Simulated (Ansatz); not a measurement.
# Cs (Im-3m, 1 atom in the cell): phonons and vibrational spectra, part 2 of 2

Wanted: vibrations and spectra of Cs (Im-3m, 1 atom in the cell); the cell is already relaxed.

Ansatz 0.2.0; DFT PBE, scalar-relativistic, plane waves, PAW.

So far, highest frequency on the path or at a solved wavevector (cm⁻¹): step 2 (phonons on a q mesh) 35.3.

### Step 3. Finite displacements in a supercell

Finite displacements in a 2×2×2 supercell give force constants from forces alone. They are exact at the wavevectors that the supercell holds, where they check the linear-response result.

input.yaml reads:

```yaml
crystal:
  lattice:
    - [-3.0794321637, 3.0794321637, 3.0794321637]
    - [3.0794321637, -3.0794321637, 3.0794321637]
    - [3.0794321637, 3.0794321637, -3.0794321637]
  atoms:
    - { symbol: Cs, position: [0.0, 0.0, 0.0] }
kpoints:
  mp_grid: { grid: [12, 12, 12] }
hamiltonian:
  xc: pbe
scf:
  occupations: { method: methfessel_paxton, width: 0.15 }
output:
  eigenvalues: true
phonons:
  method: fd
  supercell: [2, 2, 2]
  temperatures: { t_max: 1000, t_step: 50 }
  qpath:
    path:
      - [[0.0, 0.0, 0.0], [0.5, -0.5, 0.5], [0.0, 0.0, 0.5], [0.0, 0.0, 0.0], [0.25, 0.25, 0.25], [0.5, -0.5, 0.5]]
      - [[0.25, 0.25, 0.25], [0.0, 0.0, 0.5]]
    npoints: 10
```

Started as:

```sh
$ ansatz run input.yaml --threads 4 --pin off --max-ram 7168MiB --backend cpu --events-out ev --progress --plain --runs-dir out
```

Numbers of over 12 decimals in the logs are rounded to 6 here.

The log of the run:

```text
[...]
Crystal: 8 atoms, lattice volume = 934.463 Å³
Basis set: ecut = 420 eV, 18173 PW (Γ), exchange–correlation on 144×144×144 points (8 copies of the dense FFT grid, shifted against one another)
Bands: 54, of which v1, the nominal top of the filled ones, is band 36 counted from 1 (35 counted from 0)
Symmetry: 384 space group operations
k-points: 16 of 216
[...]
SCF iter   1: F=—  HF=-45366.100482 eV  |F-HF|=—  |Δ(HF+E_count)|=         —  Δρ=4.29e-8  dr2=3.04e-11  ethr=1.00e-12  ⟨swp⟩=3.0  Hψ=2189  notcnv=0
[...]
SCF iter   2: F=-45366.100482 eV  HF=-45366.100482 eV  |F-HF|=7.28e-12  |Δ(HF+E_count)|=  2.18e-11  S|Δr|=    0.00e0  Δρ=2.52e-8  dr2=1.39e-11  ethr=1.00e-12  ⟨swp⟩=3.1  Hψ=2109  notcnv=0
SCF 1 converged in 2 iterations: F = -45366.100482 eV  dr2 = 1.39e-11
[...]
Symmetry: 8 space group operations
k-points: 30 of 216 (time reversal used)
iter 1 solved again at ethr=1.84e-8 eV; its pass at ethr=3.10e-3 eV (dr2=1.32e-5 eV) is discarded
[...]
SCF iter   7: F=-45366.100481 eV  HF=-45366.100481 eV  |F-HF|=7.28e-12  |Δ(HF+E_count)|=  1.46e-11  S|Δr|=    0.00e0  Δρ=5.21e-9  dr2=1.45e-12  ethr=1.00e-12  ⟨swp⟩=7.2  Hψ=5659  notcnv=0
SCF 2 converged in 7 iterations: F = -45366.100481 eV  dr2 = 1.45e-12
[...]
SCF converged after 2 iterations
[...]
Free energy (F): -45366.100482 eV
[...]
Internal energy: -45366.080112 eV  (E = F + TS)
E sigma→0 (E₀):  -45366.095389 eV
Entropy (-TS):   -0.020370 eV (-2.546 meV/atom)
Fermi energy:    2.163929 eV
[...]
--- Band table (eV; the first three rows and the last of 16) ---
  k-point 0: bands = [... 32 lower, 0.5001, 2.2048, 2.2048, 2.2048, 2.2048, 2.2048, 2.2048, 2.8235, ... 14 higher]
  k-point 1: bands = [... 32 lower, 0.5759, 1.9825, 2.1988, 2.1988, 2.1988, 2.1988, 2.2828, 2.8334, ... 14 higher]
  k-point 2: bands = [... 32 lower, 0.7960, 1.5602, 2.1872, 2.1872, 2.1872, 2.1872, 2.4981, 2.8626, ... 14 higher]
  k-point 15: bands = [... 32 lower, 1.7115, 1.7115, 1.7115, 1.7115, 1.7115, 1.7115, 3.1480, 3.1480, ... 14 higher]
--- Phonons: 1 displaced member + reference (amplitude 0.0025 Å, Σ member SCF iterations 7) ---
  symmetry images taken by strict's conditions (phonons.symmetry_images: auto; settled by no image being taken that strict refuses)
  ASR residual: 2.003e-5 → 0.000e0 eV/Å²; symmetrization residual: 2.220e-16 eV/Å²
  largest component of a force at the reference: 6.5e-30 eV/Å
  ASR residual per site (eV/Å²): 2.00e-5
  Γ frequencies (cm⁻¹): 0.00 0.00 0.00
[...]
```

It took 45 s on 4 threads of Arm Neoverse V1, shared host; peak memory 2.4 GiB.

Numbers from this step:

```yaml
atoms_in_the_supercell: 8
sum_rule_residual_before_enforcement: 2.00e-5 eV/Å²
```

Interpolated from a 2×2×2 supercell. The phonon branches at the labelled points (cm⁻¹):

| point | branch 1 | branch 2 | branch 3 |
| --- | --- | --- | --- |
| Γ | 0 | 0 | 0 |
| halfway | 22 | 22 | 26 |
| H | 33 | 33 | 33 |
| halfway | 24 | 28 | 34 |
| N | 6 | 21 | 35 |
| halfway | 4 | 15 | 25 |
| Γ | 0 | 0 | 0 |
| halfway | 13 | 13 | 28 |
| P | 24 | 24 | 24 |
| halfway | 18 | 31 | 31 |
| H | 33 | 33 | 33 |
| jump to P | 24 | 24 | 24 |
| halfway | 14 | 23 | 32 |
| N | 6 | 21 | 35 |

The phonon branches as a text plot (rows in cm⁻¹):

```
     35 |                ******                                **
     33 |          ******      *                        ***   *
     32 |         ** **         *            *       *** *   *
     30 |        *     *                    * *     *   *   *
     29 |       **     **                  *       *
     27 |               **                     *  *    *
     26 |     ***         *                      *         *
     24 |                        *        *     *          **
     23 |    ***         * *                   *      *    * **
     21 |                   ***   *                            **
     20 |                 *    *         *    *  *
     18 |   **                  *            *       *      *
     17 |                                         *
     15 |                        * *        *       *        *
     14 |   *                           *          *
     13 |  *                      *        *
     11 |                  *        *                         *
     10 |  *                       *      *
      8 |                   *            *                     *
      7 | *                         *  *                        *
      5 | *                  ****    *  *
      4 |                        **  *
      2 |                          **  *
      1 |*                           **
         Γ           H       N        Γ         P        H|P    N
```

Tetrahedra on a 14×14×14 mesh, mean over bins of 1 cm-1. Interpolated from a 2×2×2 supercell. Table of phonon density of states by wavenumber; read off at these points:

```csv
wavenumber (cm⁻¹),phonon density of states (1/cm⁻¹/cell)
0.5,5.3e-4
2.5,0.0029
3.5,0.00598
5.5,0.0243
7.5,0.0585
8.5,0.0615
10.5,0.0754
12.5,0.0954
13.5,0.108
15.5,0.0827
17.5,0.0805
18.5,0.0824
20.5,0.104
21.5,0.133
22.5,0.129
23.5,0.117
25.5,0.0960
27.5,0.0922
28.5,0.0905
30.5,0.127
32.5,0.242
33.5,0.158
35.5,0.00274
```

On this path the spectrum ends at 35.3 cm⁻¹ (at N). No branch goes imaginary on this path.

### Step 4. What came out

- space group (within 0.01 Å): Im-3m
- volume per atom: 117 Å³
- electronic character: no gap on this mesh
- lowest mode on the q mesh (acoustic modes at Γ apart): 4.3 cm⁻¹
- highest frequency on the path or at a solved wavevector: 35.3 cm⁻¹
- zero-point energy per atom: 4.14 meV
- heat capacity at 300 K: 24.9 J/(mol atoms K)
- vibrational entropy at 300 K: 83.1 J/(mol atoms K)
- Debye temperature (second moment): 44 K
- imaginary modes on the 4×4×4 q mesh: none

In words: The structure is a minimum as far as tested: no mode is imaginary at the 8 irreducible wavevectors of the 4×4×4 mesh, and the softest away from the acoustic zeros lies at 4 cm⁻¹. With no gap, or one that is small against the smearing, the frequencies hang on the k mesh and the smearing, most of all near Kohn anomalies. Spin-orbit coupling is left out, which can matter for the heavy elements here. These are harmonic frequencies at zero temperature: anharmonic shifts, linewidths and thermal expansion are left out.

[Logs are printed without paths, hosts, clocks, repeated set-up lines and the standing remarks that a program may print on its own settings, such as how far it seeks lower states.]

[Hosts, paths, dates, database ids (printed as entryN), source tags and the programs' standing remarks are cut or masked in the printed files.]
